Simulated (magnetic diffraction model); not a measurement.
**Solving a magnetic structure from powder neutron data: KVI3**

Space group Pm-3m (no. 221), a = 5.4990 Å.

| site | atom | x | y | z |
| --- | --- | --- | --- | --- |
| 3c | I | 1/2 | 0 | 1/2 |
| 1b | V | 1/2 | 1/2 | 1/2 |
| 1a | K | 0 | 0 | 0 |

This is a made-up structure (elements placed in a structure type, unrelaxed), so the numbers test the method and describe no known phase.

Only V is taken to order (form factors of V2+); orders and moment sizes are assumed, and not adapted to the symmetry. Radiation: neutrons of λ = 2.52 Å, 8° to 100°; isotropic B of 0.24 Å² (I), 0.36 Å² (V) and 0.4 Å² (K). Simulated constant-wavelength pattern: nuclear and magnetic terms add, the magnetic one as |2.695 fm × Σ f S⊥ exp(2πi Q·r) exp(−B s²)|², summed over all Q at one angle with the factor 1/(sin²θ cos θ). For collinear order S is the moment m, which repeats by lattice and centring translations R with the sign exp(−2πi k·R). Free-ion form factors, Sears's scattering lengths of 1992, no absorption; a label names one of the reflections at its angle. The strongest nuclear line in the range is 100, and lines under 0.2 are left out.

Above the ordering temperature:

| 2θ (°) | index | I |
| --- | --- | --- |
| 26.49 | (1 0 0) | 0.7 |
| 37.81 | (1 1 0) | 2.0 |
| 46.77 | (1 1 1) | 89.7 |
| 54.55 | (2 0 0) | 48.0 |
| 61.64 | (2 1 0) | 0.7 |
| 68.29 | (2 1 1) | 1.5 |
| 80.80 | (2 2 0) | 55.0 |
| 86.85 | (3 0 0) | 0.6 |
| 92.87 | (3 1 0) | 1.1 |
| 98.92 | (3 1 1) | 100.0 |

Below it (cell unchanged):

```tsv
2θ (°)	I
18.65	32.5
26.49	0.7
32.59	5.8
37.81	2.0
42.48	8.5
46.77	89.7
50.77	7.1
54.55	48.0
58.16	2.0
61.64	0.7
65.01	1.8
68.29	1.5
71.49	2.8
77.73	2.0
80.80	55.0
83.83	1.3
86.85	0.6
89.86	1.2
92.87	1.1
95.89	0.7
98.92	100.0
```

**Question.** Check that the new lines index with k = (1/2 1/2 0), then choose among these models:
A. collinear moments along [001], 2.81 μB on V
B. collinear moments along [111], 2.81 μB on V
C. collinear moments along [100], 2.81 μB on V

The new lines index as (1/2 1/2 0) at 18.65°, (1/2 1/2 1) at 32.59°, (3/2 1/2 0) at 42.48° and (3/2 1/2 1) at 50.77°, that is as H ± k with k = (1/2 1/2 0), one of 3 inequivalent arms of its star (k and −k counted as one), which a powder can't tell apart. Half indices mean that the moments reverse under translations with k·R a half-integer, and the magnetic cell has twice the primitive volume.

Magnetic intensity, observed (below minus above) and for each model:

| 2θ (°) | index | observed | A | B | C |
| --- | --- | --- | --- | --- | --- |
| 18.65 | (1/2 1/2 0) | 32.5 | 32.5 | 21.6 | 16.2 |
| 32.59 | (1/2 1/2 1) | 5.8 | 5.8 | 11.6 | 14.6 |
| 42.48 | (3/2 1/2 0) | 8.5 | 8.5 | 5.7 | 4.3 |
| 50.77 | (3/2 1/2 1) | 7.1 | 7.1 | 6.7 | 6.4 |
| 58.16 | (3/2 3/2 0) | 2.0 | 2.0 | 3.2 | 3.9 |
| 65.01 | (3/2 3/2 1) | 1.8 | 1.8 | 1.5 | 1.3 |
| 71.49 | (5/2 1/2 0) | 2.8 | 2.8 | 3.1 | 3.3 |
| 77.73 | (5/2 1/2 1) | 2.0 | 2.0 | 1.5 | 1.3 |

Model A matches.

The structure used: k = (1/2 1/2 0), collinear moments along [001], 2.81 μB on V.

[Logs are printed without paths, hosts, clocks, repeated set-up lines and the standing remarks that a program may print on its own settings, such as how far it seeks lower states.]
